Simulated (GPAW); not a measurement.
# STM contrast on 1T-TiTe2 monolayer, part 2 of 2

Wanted: filled- and empty-state images of 1T-TiTe2 monolayer, with its work function.

GPAW 26.7.0; GPAW, PAW setups; layer in a repeated cell with vacuum, relaxation of atoms and in-plane cell (the session's first sound run).

So far. Step 2 (Relaxation): The relaxation lowered the energy of the cell by 0.0695 eV (energies extrapolated to zero smearing; the optimiser's log prints free energies). The largest force left on a free atom is 0.0051 eV/Å.

### 3. The slab's potential (continued)

Local density of states summed over the bias window over a1 and a2. Sample bias -1 V, constant height 4.0 Å over the top atom.

Values in units of 1e-6 arbitrary, 12 rows by 16 columns, each cell a mean:
```
3.4 3.5 3.8 4.2 4.6 5.0 5.3 5.4 5.4 5.2 4.9 4.5 4.1 3.7 3.4 3.3
3.6 3.9 4.3 4.8 5.2 5.6 5.8 5.9 5.7 5.4 5.0 4.5 4.1 3.8 3.5 3.5
4.1 4.5 5.0 5.5 6.0 6.2 6.3 6.3 6.0 5.5 5.0 4.5 4.1 3.8 3.7 3.7
4.4 4.9 5.5 5.9 6.3 6.5 6.5 6.3 5.9 5.4 4.8 4.3 4.0 3.8 3.8 4.0
4.8 5.3 5.7 6.1 6.4 6.4 6.2 5.9 5.4 5.0 4.5 4.1 3.9 3.9 4.0 4.3
4.9 5.3 5.7 6.0 6.1 6.0 5.8 5.4 5.0 4.6 4.2 4.0 3.8 3.9 4.1 4.5
4.8 5.1 5.4 5.5 5.4 5.3 5.1 4.7 4.4 4.1 3.9 3.8 3.8 3.9 4.2 4.5
4.6 4.8 4.9 4.9 4.8 4.7 4.5 4.3 4.0 3.8 3.7 3.7 3.8 3.9 4.1 4.3
4.1 4.2 4.2 4.2 4.1 4.0 3.9 3.9 3.8 3.8 3.8 3.8 3.8 3.9 3.9 4.0
3.8 3.7 3.7 3.8 3.8 3.8 3.8 3.9 3.9 3.9 3.9 3.9 3.9 3.8 3.7 3.8
3.4 3.4 3.4 3.6 3.7 3.8 4.0 4.2 4.3 4.3 4.3 4.1 3.9 3.7 3.6 3.5
3.3 3.3 3.5 3.7 4.0 4.3 4.5 4.7 4.8 4.7 4.6 4.3 4.0 3.8 3.5 3.3
```
Columns: a1 from 0 to 0.944; rows upwards: a2 from 0 to 0.944.

Tip height over the top atom over a1 and a2. Sample bias 1 V, constant current at the mean current 4.0 Å over the top atom.

Ten even steps from '0' (3.85 Å) to '9' (4.13 Å):
```
001245677776542100
012456788876542100
124567899876542111
245678999876542212
456789999876543223
567899999876543334
678999999876543345
778999998776443446
778888887765444456
777777777655444556
666666666554444556
555555554444444445
444444444444444444
222223333444443333
111122334455443322
000112344555443211
000123456666543210
000124567776542100
```
Columns: a1 from 0 to 0.944; rows upwards: a2 from 0 to 0.944.

Local density of states summed over the bias window over a1 and a2. Sample bias 1 V, constant height 4.0 Å over the top atom.

Values in units of 1e-6 arbitrary, 12 rows by 16 columns, each cell a mean:
```
4.4 4.7 5.0 5.5 6.0 6.6 7.0 7.2 7.1 6.9 6.4 5.8 5.3 4.9 4.6 4.4
4.7 5.1 5.5 6.0 6.7 7.3 7.6 7.6 7.5 7.0 6.4 5.8 5.3 4.9 4.6 4.5
5.3 5.8 6.4 7.1 7.7 8.1 8.3 8.2 7.7 7.1 6.4 5.8 5.3 5.0 4.9 5.0
5.9 6.5 7.1 7.7 8.2 8.6 8.5 8.2 7.6 7.0 6.4 5.8 5.4 5.1 5.2 5.4
6.6 7.1 7.5 7.9 8.3 8.4 8.1 7.7 7.2 6.8 6.3 5.8 5.4 5.4 5.6 6.1
6.8 7.1 7.4 7.8 7.9 7.8 7.5 7.2 6.9 6.5 6.1 5.7 5.6 5.7 6.0 6.4
6.7 6.8 6.9 7.0 7.0 6.9 6.8 6.6 6.4 6.1 5.9 5.8 5.8 5.9 6.1 6.4
6.2 6.2 6.2 6.2 6.2 6.2 6.2 6.0 5.9 5.8 5.8 5.7 5.8 5.8 5.9 6.1
5.4 5.4 5.4 5.4 5.4 5.5 5.5 5.5 5.7 5.8 5.8 5.7 5.6 5.5 5.4 5.4
4.9 4.9 4.9 5.0 5.0 5.1 5.3 5.5 5.8 5.9 5.9 5.7 5.4 5.2 5.1 5.0
4.5 4.4 4.5 4.7 5.0 5.3 5.6 6.0 6.3 6.3 6.1 5.7 5.4 5.1 4.8 4.6
4.3 4.4 4.6 4.9 5.3 5.7 6.2 6.6 6.7 6.6 6.3 5.8 5.3 4.9 4.6 4.4
```
Columns: a1 from 0 to 0.944; rows upwards: a2 from 0 to 0.944.

The potential is flat to 9.5e-5 eV/Å where it is read, so the vacuum is wide enough.

### 4. A changed run

One more run, with changed settings.

run.py

```python
import json
import numpy as np
from ase import Atoms
from gpaw import GPAW, PW

slab = Atoms(
    ['Te', 'Ti', 'Te'],
    positions=[
        [1.86847, 1.07876, 9.00000],
        [-0.00000, 0.00000, 10.75143],
        [-0.00000, 2.15752, 12.50285]],
    cell=[[3.73695, -0.0, 0.0], [-1.86847, 3.2363, 0.0], [0.0, 0.0, 21.5029]],
    pbc=[True, True, False])

slab.calc = GPAW(mode=PW(400), xc='PBE', kpts={'size': (1, 1, 1), 'gamma': True},
                 occupations={'name': 'fermi-dirac', 'width': 0.05}, nbands='160%',
                 convergence={'density': 1e-05}, maxiter=75,
                 poissonsolver={'dipolelayer': 'xy'},
                 symmetry={'tolerance': 1e-3}, txt='slab.txt')
result = {}
energy = slab.get_potential_energy()
fermi = slab.calc.get_fermi_level()
v = slab.calc.get_electrostatic_potential().mean((0, 1)) - fermi
n = slab.calc.get_pseudo_density().mean((0, 1))
L = slab.cell[2, 2]
z = np.arange(len(v)) * L / len(v)
low, high = slab.positions[:, 2].min(), slab.positions[:, 2].max()
below, above = np.interp([low - 6.8, high + 6.8], z, v)
slopes = [np.interp(x, z, np.gradient(v, z)) for x in (low - 6.8, high + 6.8)]
eps = np.array([[slab.calc.get_eigenvalues(k, s) for k in range(len(slab.calc.get_ibz_k_points()))]
                for s in range(slab.calc.get_number_of_spins())]) - fermi
top, bottom = eps[eps < 0].max(), eps[eps > 0].min()
dipole = slab.get_dipole_moment()[2]
print(f'energy {energy:.4f} eV, Fermi level {fermi:.4f} eV, dipole {dipole:.5f} e A')
print(f'potential 6.8 A off the faces, from the Fermi level: lower {below:.4f} eV, upper {above:.4f} eV')
print(f'slope of the potential there: lower {slopes[0]:.5f}, upper {slopes[1]:.5f} eV/A')
print(f'nearest levels on the mesh: {top:.4f} and {bottom:.4f} eV')
print('magnetic moment', round(slab.get_magnetic_moment(), 3))
result.update(energy=energy, fermi=fermi, dipole=dipole, below=below, above=above, slopes=slopes, edges=[top, bottom],
              z=z.tolist(), v=v.tolist(), n=n.tolist(), positions=slab.positions.tolist(),
              forces=slab.get_forces(apply_constraint=False).tolist(), moments=slab.get_magnetic_moments().tolist())
json.dump(result, open('result.json', 'w'))
```

Started as:

```sh
$ OMP_NUM_THREADS=1 OPENBLAS_NUM_THREADS=1 python run.py
```

It took 7.1 s on 1 thread of Arm Neoverse V1, shared host; peak memory 0.17 GiB.

The run finished. A setting was moved off its sound value on purpose, so it serves as a test and not as the result.

The fault put into the input: one k-point (kpts = [1, 1]).

The two runs compared:

```
                quantity  this run  sound run  difference
upper work function (eV)    5.0281     4.8751       0.153
lower work function (eV)    5.0199     4.8668       0.153
```

One result that differs is the lower work function, 5.02 eV against 4.87 eV.

### 5. Summary of results

```json
{
  "work function, upper and lower face": "4.875 and 4.867 eV",
  "dipole along the normal": "-0.0012 e Å, near the numerical noise",
  "corrugation at -1 V": "0.291 Å",
  "corrugation at 1 V": "0.281 Å"
}
```

**Reading.** The tip height varies by 0.28 to 0.29 Å over the cell, much the same at every bias tried. Negative sample bias images filled states, positive bias empty ones. The images are of Tersoff-Hamann type: an s-wave tip, no tip-sample forces, heights closer than in a microscope. The small printed dipole stands for a step of 17 meV from the lower to the upper face, and the probes find 8.3 meV; values this small are near the numerical noise of both. The runs had no spin polarisation, so a magnetic state, which thin layers of d-metal atoms can have, wasn't tested. The layer's cell and atoms come from the relaxation; spin-orbit coupling and temperature are left out.

[Logs are printed without paths, hosts, clocks, repeated set-up lines and the standing remarks that a program may print on its own settings, such as how far it seeks lower states.]

[Hosts, paths, dates, database ids (printed as entryN), source tags and the programs' standing remarks are cut or masked in the printed files.]
